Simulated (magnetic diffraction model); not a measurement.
## CdCoMo₂O₈ below its ordering temperature

Space group C2/m (no. 12), a = 9.8660 Å, b = 9.0720 Å, c = 7.7150 Å, β = 114.11°.

| site | atom | x | y | z |
| --- | --- | --- | --- | --- |
| 4i | Cd | 0.8092 | 1/2 | 0.1589 |
| 4g | Mo | 0 | 0.7104 | 0 |
| 4i | Mo | 0.2190 | 1/2 | 0.3620 |
| 4h | Co | 0 | 0.3054 | 1/2 |
| 8j | O | 0.1541 | 0.1668 | 0.0763 |
| 8j | O | 0.3435 | 0.3499 | 0.4197 |
| 4i | O | 0.1469 | 1/2 | 0.0895 |
| 8j | O | 0.9955 | 0.6501 | 0.7618 |
| 4i | O | 0.8481 | 1/2 | 0.4334 |

The compound is invented for this exercise: a known structure type with other elements, its cell scaled to their sizes and not relaxed.

Only Co is taken to order (form factors of Co2+); orders and moment sizes are assumed, and not adapted to the symmetry. Radiation: neutrons of λ = 2.567 Å (absorption by Cd left out), 3° to 60°; isotropic B of 0.21 Å² (Cd), 0.23 Å² (Mo), 0.31 Å² (Co) and 0.34 Å² (O). Simulated constant-wavelength pattern: nuclear and magnetic terms add, the magnetic one as |2.695 fm × Σ f S⊥ exp(2πi Q·r) exp(−B s²)|², summed over all Q at one angle with the factor 1/(sin²θ cos θ). For collinear order S is the moment m, which repeats by lattice and centring translations R with the sign exp(−2πi k·R). Free-ion form factors, Sears's scattering lengths of 1992, no absorption; a label names one of the reflections at its angle. The strongest nuclear line in the range is 100, and lines under 0.2 are left out.

Above the ordering temperature:

```
2θ (°)     index      I
 21.00   (0 0 1)    4.0
 23.17   (1 1 0)  100.0
 26.45  (1 1 -1)    9.2
 31.14  (2 0 -1)   12.9
 32.87   (0 2 0)    1.0
 33.12   (2 0 0)    0.2
 39.34   (0 2 1)   17.4
 42.14  (2 0 -2)   25.0
 42.40  (1 1 -2)   62.2
 42.76   (0 0 2)   20.5
 45.91  (2 2 -1)    1.0
 46.67   (2 0 1)    5.1
 47.36   (2 2 0)   80.6
 53.20   (1 3 0)    3.5
 53.54   (3 1 0)    0.9
 54.32  (3 1 -2)    7.7
 54.45  (2 2 -2)    4.3
 54.90  (1 3 -1)    0.2
 54.96   (0 2 2)    5.4
 55.34   (1 1 2)    5.5
```

Below it (cell unchanged):

```
2θ (°)      I
 11.53    1.4
 20.83    3.3
 21.00    4.0
 23.17  100.0
 25.87    6.7
 26.03    2.3
 26.39    2.3
 26.45    9.2
 26.85    2.2
 31.14   12.9
 31.29    4.7
 32.87    1.0
 33.12    0.2
 35.06    0.4
 35.34    0.4
 35.70    3.6
 39.13    0.3
 39.34   17.4
 39.78    1.0
 40.52    0.9
 40.84    0.9
 42.14   25.0
 42.40   62.2
 42.60    0.3
 42.76   20.5
 45.91    1.0
 45.92    2.0
 46.50    1.0
 46.67    5.1
 46.96    0.3
 47.15    1.0
 47.36   80.6
 47.43    1.9
 47.81    0.7
 49.00    1.7
 52.95    1.4
```
(The table stops after 36 lines; 12 more lie at higher angle.)

**Question.** Check that the new lines index with k = (1/2 1/2 0), then choose among these models:
A. collinear moments along [110], 2.25 μB on Co; signs + at (0, 0.3054, 1/2), + at (0, 0.6946, 1/2)
B. collinear moments along [110], 2.25 μB on Co; signs + at (0, 0.3054, 1/2), − at (0, 0.6946, 1/2)
C. collinear moments along [010], 2.25 μB on Co; signs + at (0, 0.3054, 1/2), − at (0, 0.6946, 1/2)
D. collinear moments along [010], 2.25 μB on Co; signs + at (0, 0.3054, 1/2), + at (0, 0.6946, 1/2)

The new lines index as (1/2 1/2 0) at 11.53°, (1/2 1/2 -1) at 20.83°, (1/2 -3/2 0) at 25.87° and (3/2 -1/2 0) at 26.03°, that is as H ± k with k = (1/2 1/2 0), one of 2 inequivalent arms of its star (k and −k counted as one), which a powder can't tell apart. Half indices mean that the moments reverse under translations with k·R a half-integer, and the magnetic cell has twice the primitive volume.

Magnetic intensity, observed (below minus above) and for each model:

| 2θ (°) | index | observed | A | B | C | D |
| --- | --- | --- | --- | --- | --- | --- |
| 11.53 | (1/2 1/2 0) | 1.4 | 2.9 | 1.4 | 7.9 | 16.0 |
| 20.83 | (1/2 1/2 -1) | 3.3 | 6.7 | 3.3 | 3.9 | 7.9 |
| 25.87 | (1/2 -3/2 0) | 6.7 | 0.5 | 6.7 | 0.8 | <0.2 |
| 26.03 | (3/2 -1/2 0) | 2.3 | 4.7 | 2.3 | 2.6 | 5.2 |
| 26.39 | (-3/2 1/2 1) | 2.3 | 4.6 | 2.3 | 2.5 | 5.1 |
| 26.85 | (1/2 1/2 1) | 2.2 | 4.5 | 2.2 | 2.4 | 4.9 |
| 31.29 | (-1/2 3/2 1) | 4.7 | 0.3 | 4.7 | 2.0 | <0.2 |
| 35.70 | (1/2 -3/2 1) | 3.6 | 0.3 | 3.6 | 2.0 | <0.2 |

Model B matches.

The structure used: k = (1/2 1/2 0), collinear moments along [110], 2.25 μB on Co; signs + at (0, 0.3054, 1/2), − at (0, 0.6946, 1/2).

[Logs are printed without paths, hosts, clocks, repeated set-up lines and the standing remarks that a program may print on its own settings, such as how far it seeks lower states.]
